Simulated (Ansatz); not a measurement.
Rows from a G0W0 calculation on P (layered bulk) (P6_3/mmc) (Ansatz 0.2.0; G0W0 on PBEsol, plane waves, PAW; PAW set soft_1; 9×9×2 mesh, 93 empty bands, screening to 60 eV, PAW set soft_1 files), in eV. Spin-orbit coupling is left out.

```
row                      k  band  start       Σx  Σc at the solution      Vxc
  A  (0.111, 0.111, 0.000)    v1  5.299  -15.572               1.533  -13.828
  B  (0.333, 0.333, 0.000)    v1  2.997  -16.408               2.318  -13.885
  C  (0.111, 0.111, 0.000)    c2  8.359   -9.135              -4.144  -13.976
  D  (0.111, 0.111, 0.000)    c1  8.005   -9.144              -3.938  -13.726
  E  (0.333, 0.333, 0.000)    c1  5.941   -7.055              -3.356  -10.868
  F  (0.333, 0.333, 0.000)    c2  6.739   -7.662              -3.647  -11.867
```

Q: Give the quasiparticle energies and the shift of each level.

The quasiparticle equation reads E = start + Σx + Σc(E) − Vxc.

```csv
row,E (eV),shift (eV)
A,5.087,−0.211
B,2.792,−0.204
C,9.056,+0.697
D,8.650,+0.645
E,6.398,+0.456
F,7.298,+0.558
```

The gap over the computed points goes from 0.64 eV to 1.31 eV.

Limits: not at the basis limit; coarse k mesh.

[Paths, hosts, dates, memory and timing lines, banners, echoed tables and standing remarks are left out of the program output.]

[Logs are printed without paths, hosts, clocks, repeated set-up lines and the standing remarks that a program may print on its own settings, such as how far it seeks lower states.]

[Runs of the session that timed out or met a known fault of the program may be left out.]

[Cells called generated may have been cut or substituted from an entry of the Crystallography Open Database or the Materials Project.]

[Hosts, paths, dates, database ids (printed as entryN), source tags and the programs' standing remarks are cut or masked in the printed files.]
